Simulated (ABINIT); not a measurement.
# Quasiparticle gap of MgS (F-43m) in ABINIT

Aim: the G0W0 gap of MgS (F-43m) on LDA, step by step.

Method: LDA and many-body steps on it, plane waves, in ABINIT 10.8.3.

This is a report of a sequence of runs, with most program output left out.

## (1) The structure

Symmetry: F-43m, No. 216, cubic system. The conventional cell has a = 5.666 Å, b = 5.666 Å, c = 5.666 Å, α = 90.00°, β = 90.00°, γ = 90.00°. Mg has 4 S at 2.45 Å nearest. Nearest to S lie 4 Mg at 2.45 Å. Farther neighbours and most contacts between anions are not listed.

The cell and positions are those that the Materials Project relaxed with its own functionals (PBE, PBE+U or r2SCAN), kept fixed. This is not the form that MgS usually takes at ambient conditions.

## (2) Ground state

This step: ABINIT 10.8.3; DFT, LDA, plane waves, norm-conserving pseudopotentials.

The ground-state density comes first.

Input file run.abi:

```
acell 3*1.0 Angstrom
rprim 
  -0.000000000000 2.833120046800 2.833120046800
  2.833120046800 -0.000000000000 2.833120046800
  2.833120046800 2.833120046800 -0.000000000000
ntypat 2
znucl 12 16
natom 2
typat 1 2
xred 
  0.000000000000 0.000000000000 0.000000000000
  0.750000000000 0.750000000000 0.750000000000
pp_dirpath "pseudos"
pseudos "Mg.upf, S.upf"
ecut 38
ngkpt 6 6 6
nshiftk 1
shiftk 0 0 0
kptopt 1
chksymbreak 0
nband 13
occopt 1
tolvrs 1e-10
nstep 60
prtwf 0
optforces 0
optstress 0
indata_prefix "in"
outdata_prefix "out"
tmpdata_prefix "tmp"
```

Started as:

```
$ OMP_NUM_THREADS=1 mpirun -n 4 abinit run.abi > log
```

Run time: 9.4 s. Hardware: 4 MPI ranks of Arm Neoverse V1, shared host; peak memory 0.31 GiB; 37 s of CPU time.

Numbers from this step:

```yaml
total_energy: -1916.8373 eV
gap: 3.165 eV
k_of_the_valence_top: 0, 0, 0
k_of_the_conduction_bottom: 0, 0, 0
least_direct_gap: 3.165 eV
```

The gap is direct, at Γ.

## (3) Bands along the symmetry lines

Levels along a band path, at the cheap level, show where the edges lie and whether the meshes to come will hold them.

Input file run.abi:

```
acell 3*1.0 Angstrom
rprim 
  -0.000000000000 2.833120046800 2.833120046800
  2.833120046800 -0.000000000000 2.833120046800
  2.833120046800 2.833120046800 -0.000000000000
ntypat 2
znucl 12 16
natom 2
typat 1 2
xred 
  0.000000000000 0.000000000000 0.000000000000
  0.750000000000 0.750000000000 0.750000000000
pp_dirpath "pseudos"
pseudos "Mg.upf, S.upf"
ecut 38
iscf -2
irdden 1
kptopt 0
nkpt 50
kpt 
  0.00000000 0.00000000 0.00000000
  -0.06250000 -0.06250000 0.00000000
  -0.12500000 -0.12500000 0.00000000
  -0.18750000 -0.18750000 0.00000000
  -0.25000000 -0.25000000 0.00000000
  -0.31250000 -0.31250000 0.00000000
  -0.37500000 -0.37500000 0.00000000
  -0.43750000 -0.43750000 0.00000000
  -0.50000000 -0.50000000 0.00000000
  -0.48437500 -0.48437500 0.03125000
  -0.46875000 -0.46875000 0.06250000
  -0.45312500 -0.45312500 0.09375000
  -0.43750000 -0.43750000 0.12500000
  -0.42187500 -0.42187500 0.15625000
  -0.40625000 -0.40625000 0.18750000
  -0.39062500 -0.39062500 0.21875000
  -0.37500000 -0.37500000 0.25000000
  -0.37500000 0.00000000 0.37500000
  -0.32812500 0.00000000 0.32812500
  -0.28125000 0.00000000 0.28125000
  -0.23437500 0.00000000 0.23437500
  -0.18750000 0.00000000 0.18750000
  -0.14062500 0.00000000 0.14062500
  -0.09375000 0.00000000 0.09375000
  -0.04687500 0.00000000 0.04687500
  0.00000000 0.00000000 0.00000000
  0.00000000 0.00000000 0.06250000
  0.00000000 0.00000000 0.12500000
  0.00000000 0.00000000 0.18750000
  0.00000000 0.00000000 0.25000000
  0.00000000 0.00000000 0.31250000
  0.00000000 0.00000000 0.37500000
  0.00000000 0.00000000 0.43750000
  0.00000000 0.00000000 0.50000000
  -0.06250000 -0.03125000 0.46875000
  -0.12500000 -0.06250000 0.43750000
  -0.18750000 -0.09375000 0.40625000
  -0.25000000 -0.12500000 0.37500000
  -0.31250000 -0.15625000 0.34375000
  -0.37500000 -0.18750000 0.31250000
  -0.43750000 -0.21875000 0.28125000
  -0.50000000 -0.25000000 0.25000000
  -0.50000000 -0.28125000 0.21875000
  -0.50000000 -0.31250000 0.18750000
  -0.50000000 -0.34375000 0.15625000
  -0.50000000 -0.37500000 0.12500000
  -0.50000000 -0.40625000 0.09375000
  -0.50000000 -0.43750000 0.06250000
  -0.50000000 -0.46875000 0.03125000
  -0.50000000 -0.50000000 0.00000000
istwfk *1
nband 15
nbdbuf 2
tolwfr 1e-08
nstep 40
prtwf 0
prtvol 0
indata_prefix "in"
outdata_prefix "out"
tmpdata_prefix "tmp"
```

Run time: 13 s. Hardware: 4 MPI ranks; peak memory 0.29 GiB; 50 s of CPU time.

This step gave:

| Property | Result |
| --- | --- |
| gap | 3.165 eV |
| k of the valence top | 0, 0, 0 |
| k of the conduction bottom | 0, 0, 0 |
| least direct gap | 3.165 eV |

The gap is 3.165 eV, as in the run before at this level.

The electronic bands at the labelled points (eV, zero at the top of the highest filled band; v1 is the highest filled band, c1 the lowest empty one):

| point | v4 | v3 | v2 | v1 | c1 | c2 | c3 | c4 |
| --- | --- | --- | --- | --- | --- | --- | --- | --- |
| Γ | -11.25 | 0.00 | 0.00 | 0.00 | 3.17 | 7.74 | 7.74 | 7.74 |
| halfway | -10.82 | -1.80 | -0.58 | -0.58 | 4.93 | 6.29 | 8.20 | 9.26 |
| X | -10.33 | -2.88 | -1.05 | -1.05 | 3.66 | 5.42 | 10.85 | 12.00 |
| halfway | -10.32 | -2.79 | -1.37 | -1.00 | 3.99 | 5.81 | 10.31 | 11.13 |
| U | -10.34 | -2.55 | -1.92 | -0.83 | 4.62 | 6.77 | 9.33 | 9.96 |
| jump to K | -10.34 | -2.55 | -1.92 | -0.83 | 4.62 | 6.77 | 9.33 | 9.96 |
| halfway | -10.79 | -2.08 | -0.88 | -0.16 | 5.58 | 7.05 | 7.54 | 8.36 |
| Γ | -11.25 | 0.00 | 0.00 | 0.00 | 3.17 | 7.74 | 7.74 | 7.74 |
| halfway | -10.93 | -1.91 | -0.18 | -0.18 | 4.71 | 7.56 | 7.96 | 7.96 |
| L | -10.55 | -3.20 | -0.33 | -0.33 | 4.85 | 7.45 | 7.45 | 8.36 |
| halfway | -10.44 | -2.85 | -1.33 | -0.66 | 5.85 | 6.26 | 8.51 | 8.67 |
| W | -10.32 | -2.36 | -1.88 | -1.36 | 5.35 | 7.70 | 7.98 | 8.30 |
| halfway | -10.32 | -2.70 | -1.39 | -1.22 | 4.35 | 6.14 | 9.79 | 9.94 |
| X | -10.33 | -2.88 | -1.05 | -1.05 | 3.66 | 5.42 | 10.85 | 12.00 |

## (4) Empty states on the mesh, 4×4×4 mesh, 30 bands

The sums over transitions need many empty states on a uniform mesh; this step solves for them.

Input file run.abi:

```
acell 3*1.0 Angstrom
rprim 
  -0.000000000000 2.833120046800 2.833120046800
  2.833120046800 -0.000000000000 2.833120046800
  2.833120046800 2.833120046800 -0.000000000000
ntypat 2
znucl 12 16
natom 2
typat 1 2
xred 
  0.000000000000 0.000000000000 0.000000000000
  0.750000000000 0.750000000000 0.750000000000
pp_dirpath "pseudos"
pseudos "Mg.upf, S.upf"
ecut 38
ngkpt 4 4 4
nshiftk 1
shiftk 0 0 0
kptopt 1
chksymbreak 0
iscf -2
irdden 1
istwfk *1
nband 30
nbdbuf 4
tolwfr 1e-09
nstep 60
prtvol 0
indata_prefix "in"
outdata_prefix "out"
tmpdata_prefix "tmp"
```

Elapsed: 5.5 s, on 4 MPI ranks; peak memory 0.27 GiB; 22 s of CPU time.

Numbers from this step:

- gap: 3.165 eV
- k of the valence top: 0, 0, 0
- k of the conduction bottom: 0, 0, 0
- least direct gap: 3.165 eV
- k points computed: 8
- lowest point of the top converged band, above the valence top: 24.34 eV

On this mesh the gap is 3.165 eV.

## (5) Screening, 4×4×4 mesh, 26 bands, screening to 87.1 eV

The RPA dielectric matrix is built and inverted for each q.

This step: RPA screening on LDA, plane waves, norm-conserving pseudopotentials.

run.abi, as its differences from that of step 4:

```diff
@@ -20,10 +20,11 @@
 chksymbreak 0
-iscf -2
-irdden 1
 istwfk *1
-nband 30
-nbdbuf 4
-tolwfr 1e-09
-nstep 60
-prtvol 0
+occopt 1
+irdwfk 1
+optdriver 3
+nband 26
+ecuteps 3.2
+inclvkb 2
+awtr 1
+symchi 1
 indata_prefix "in"
```

Elapsed: 4.4 s, on 4 MPI ranks; peak memory 0.45 GiB; 17 s of CPU time.

Numbers from this step:

| Item | Value |
| --- | --- |
| ε∞ with local fields, on this mesh, along the program's q direction | 4.393 |
| the same without local fields | 5.168 |
| plasma frequency | 22.02 eV |
| plane waves in the screening matrix | 65 |

Local fields lower ε∞ by 15 %. On a Γ-centred mesh this coarse the value itself is usually too large, while a short band sum pulls it down.

## (6) Self-energy, 4×4×4 mesh, 26 bands, screening to 87.1 eV

The self-energy is evaluated for the states that the input lists, and the levels follow from it, in one-shot runs by the linearised quasiparticle equation.

This step: G0W0 on LDA, plane waves, norm-conserving pseudopotentials.

run.abi, as its differences from that of step 5:

```diff
@@ -23,8 +23,15 @@
 irdwfk 1
-optdriver 3
+optdriver 4
 nband 26
+gwcalctyp 0
+ecutsigx 38
+symsigma 1
+nkptgw 1
+kptgw 
+  0.0000000000 0.0000000000 0.0000000000
+bdgw 
+  6 12
 ecuteps 3.2
-inclvkb 2
-awtr 1
-symchi 1
+irdscr 1
+ppmodel 1
 indata_prefix "in"
```

Run time: 2.5 s. Hardware: 4 MPI ranks; peak memory 0.16 GiB; 9.6 s of CPU time.

This step gave:

- G0W0 gap on the points computed: 4.889 eV
- starting gap on the mesh: 3.165 eV
- k of the valence top: 0, 0, 0
- k of the conduction bottom: 0, 0, 0
- Z at the valence top: 0.784
- Z at the conduction bottom: 0.821
- least direct G0W0 gap on the computed points: 4.889 eV

The gap on the mesh goes from 3.17 eV to 4.89 eV, a correction of +1.72 eV.

Limits: finite bands, cutoff and mesh; coarse k mesh. v1 is the top filled band, c1 the lowest empty one. The levels before and after the correction (eV, zero at the valence-band top of each column):

|  | conduction bottom | valence top |
| --- | --- | --- |
| Kohn-Sham | 3.17 | 0.00 |
| G0W0 | 4.89 | 0.00 |

|  | level | energy (eV) |
| --- | --- | --- |
| Kohn-Sham | Γ v3-v1 | 0.000 |
| Kohn-Sham | Γ c1 | 3.165 |
| Kohn-Sham | Γ c2-c4 | 7.736 |
| G0W0 | Γ v3-v1 | 0.000 |
| G0W0 | Γ c1 | 4.889 |
| G0W0 | Γ c2-c4 | 10.067 |

## (7) Where the time went

Times are wall times on 4 MPI ranks of Arm Neoverse V1, shared host, good to a factor of about two.

| step | time | share | memory (GiB) |
| --- | --- | --- | --- |
| ground state | 9.4 s | 27 % | 0.31 |
| bands along the symmetry lines | 13 s | 37 % | 0.29 |
| empty states on the mesh | 5.5 s | 16 % | 0.27 |
| screening | 4.4 s | 13 % | 0.45 |
| self-energy | 2.5 s | 7 % | 0.16 |

## (8) Summary of results

| Property | Result |
| --- | --- |
| LDA gap | 3.17 eV, direct |
| G0W0 gap on the mesh | 4.89 eV |
| GW settings | 4×4×4 mesh, 26 bands, screening to 87.1 eV, Godby-Needs plasmon pole |
| known limits | not at the basis limit; coarse k mesh |

What this shows: G0W0 moves the gap on the mesh from 3.17 eV to 4.89 eV (+1.72 eV), with Z of 0.78 and 0.82 at the edges. Local fields lower the RPA ε∞ on this mesh from 5.17 to 4.39; a Γ-centred mesh this coarse tends to raise both, most where the direct gap is narrow, while a short band sum lowers them. Only 1 of the mesh's irreducible points was corrected, so a valley elsewhere could overtake. Bands and cutoff are finite, so the gap is not at the basis limit. The miss can reach some tenths of an eV and take either sign; the mesh is an error of its own. In the G0W0 run levels were corrected at 1 k point alone, so a gap called «on the mesh» is the least over those, and an edge elsewhere would be missed. The 4×4×4 mesh is coarse for this cell, which bears on the long-range parts of exchange and screening.

[Paths, hosts, dates, memory and timing lines, banners, echoed tables and standing remarks are left out of the program output.]

[Logs are printed without paths, hosts, clocks, repeated set-up lines and the standing remarks that a program may print on its own settings, such as how far it seeks lower states.]

[Runs of the session that timed out or met a known fault of the program may be left out.]

[Hosts, paths, dates, database ids (printed as entryN), source tags and the programs' standing remarks are cut or masked in the printed files.]

[G0W0 gaps are taken among the corrected bands and points alone; a level outside them can change the order at an edge.]

[Where Ansatz stands beside ABINIT at settings called matched, ABINIT's density can come from a denser mesh and the files from another edition; pairs whose starting gaps differed by over 0.03 eV were left out, so agreement reads better than it is.]
